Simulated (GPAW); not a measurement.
## A Pb chain with an H atom on top of one atom: converging a transmission: varying the lead periods between scatterer and principal layer, 8 atoms: buffer = 0

GPAW 26.7.0; GPAW LCAO, PAW setups; Landauer transmission from Green's functions with principal layers (ASE), zero bias.

Lead periods next to the scatterer let its potential die away before the semi-infinite lead is joined.

run.py

```python
import json
import numpy as np
from ase import Atoms
from ase.transport.calculators import TransportCalculator
from gpaw import GPAW, FermiDirac
from gpaw.lcao.tools import get_lcao_hamiltonian
from scipy.linalg import eigh

# The junction with lead layers at both ends, along the third cell vector
device = Atoms(
    ['Pb', 'Pb', 'Pb', 'Pb', 'H', 'Pb', 'Pb', 'Pb'],
    positions=[
        [4.50000, 4.50000, 1.45000],
        [4.50000, 4.50000, 4.35000],
        [4.50000, 4.50000, 7.25000],
        [4.50000, 4.50000, 10.15000],
        [6.09830, 4.50000, 10.15000],
        [4.50000, 4.50000, 13.05000],
        [4.50000, 4.50000, 15.95000],
        [4.50000, 4.50000, 18.85000]],
    cell=[[9.0, 0.0, 0.0], [0.0, 9.0, 0.0], [0.0, 0.0, 20.3]],
    pbc=True)

# One principal layer of the lead: the first 3 atoms of the device
lead = Atoms(
    ['Pb', 'Pb', 'Pb'],
    positions=[
        [4.50000, 4.50000, 1.45000],
        [4.50000, 4.50000, 4.35000],
        [4.50000, 4.50000, 7.25000]],
    cell=[[9.0, 0.0, 0.0], [0.0, 9.0, 0.0], [0.0, 0.0, 8.7]],
    pbc=True)

settings = dict(mode='lcao', basis='szp(dzp)', xc='LDA', h=0.2,
                occupations=FermiDirac(0.1), maxiter=250,
                mixer=dict(beta=0.1, nmaxold=8, weight=100.0),
                convergence=dict(density=0.0001))
energies = np.arange(-3, 3 + 1e-9, 0.075)
eta = 0.0001
n1, n2 = 1, 1
# k and -k transmit alike, so half of the mesh across the current serves
mesh = [(i, j) for i in range(n1) for j in range(n2) if (i, j) <= (-i % n1, -j % n2)]
weights = np.array([1 if (i, j) == (-i % n1, -j % n2) else 2 for i, j in mesh]) / (n1 * n2)

# [... helper functions left out ...]
fermi_lead = ground_state(lead, (1, 1, 13), 'lead.txt')
fermi_device = ground_state(device, (1, 1, 4), 'device.txt')
# [... loop over the mesh left out, but for ...]
        # Shift the lead onto the potential of the device's first layer
        shift = ((H[:, 0, 0] - H0[:, 0, 0]) / S0[0, 0]).real.mean()
# [...]
kT = 8.617333e-5 * 300
bias = [0.1, 0.2, 0.5, 1.0, 1.5, 2.0]
# [... integrals and printing left out ...]
```

Run with:

```
$ OMP_NUM_THREADS=1 OPENBLAS_NUM_THREADS=2 python run.py
```

**Question.** What does this run give for the conductance; and open channels, zone mean against energy?

Each channel passes at most one electron wave, so a value between whole numbers means that at least one channel is partly reflected. Current over bias at the lowest bias computed gives the conductance there: 172 μS, or 2.22 G₀ with G₀ = 2e²/h = 77.5 μS.

Numbers from this step:

```
conductance                                 : 2.221 G₀
largest misfit of the first principal layer : 0.2046 eV
shift that aligns the lead                  : -0.02773 eV
basis functions of the junction             : 102
transmission at the Fermi level (one spin)  : 2.223
```

One spin. Table of transmission, zone mean by energy, zero at the Fermi level:

| energy (eV) | transmission, zone mean |
| --- | --- |
| -3.0000 | 6.8e-11 |
| -2.7750 | 3.4e-10 |
| -2.4750 | 1.2e-6 |
| -2.2500 | 0.942 |
| -2.0250 | 0.961 |
| -1.7250 | 0.976 |
| -1.5000 | 0.983 |
| -1.2750 | 0.989 |
| -0.9750 | 0.994 |
| -0.7500 | 0.997 |
| -0.5250 | 2.02 |
| -0.2250 | 2.19 |
| 0.0000 | 2.22 |
| 0.2250 | 2.20 |
| 0.5250 | 2.16 |
| 0.7500 | 2.14 |
| 0.9750 | 2.13 |
| 1.2750 | 2.12 |
| 1.5000 | 2.10 |
| 1.7250 | 2.09 |
| 2.0250 | 2.07 |
| 2.2500 | 2.05 |
| 2.4750 | 2.03 |
| 2.7750 | 2.00 |
| 3.0000 | 1.000 |

Crossings of the lead's bands, unfolded to its shortest repeat. The open channels, zone mean by energy, zero at the Fermi level:

| energy (eV) | open channels, zone mean |
| --- | --- |
| -3.00 | 0 |
| -2.77 | 0 |
| -2.55 | 0 |
| -2.40 | 1 |
| -2.17 | 1 |
| -1.95 | 1 |
| -1.73 | 1 |
| -1.57 | 1 |
| -1.35 | 1 |
| -1.12 | 1 |
| -0.90 | 1 |
| -0.75 | 1 |
| -0.53 | 3 |
| -0.30 | 3 |
| -0.07 | 3 |
| 0.00 | 3 |
| 0.07 | 3 |
| 0.30 | 3 |
| 0.53 | 3 |
| 0.75 | 3 |
| 0.90 | 3 |
| 1.12 | 3 |
| 1.35 | 3 |
| 1.57 | 3 |
| 1.73 | 3 |
| 1.95 | 3 |
| 2.17 | 3 |
| 2.40 | 3 |
| 2.55 | 3 |
| 2.77 | 3 |
| 3.00 | 1 |

Not self-consistent under bias; the bias window is split evenly. Table of current through one cell, from the zero-bias transmission by bias:

| bias (V) | current through one cell, from the zero-bias transmission (μA) |
| --- | --- |
| 0.100 | 17.2 |
| 0.200 | 34.4 |
| 0.500 | 85.6 |
| 1.000 | 169 |
| 1.500 | 245 |
| 2.000 | 307 |

[Logs are printed without paths, hosts, clocks, repeated set-up lines and the standing remarks that a program may print on its own settings, such as how far it seeks lower states.]

[Hosts, paths, dates, database ids (printed as entryN), source tags and the programs' standing remarks are cut or masked in the printed files.]
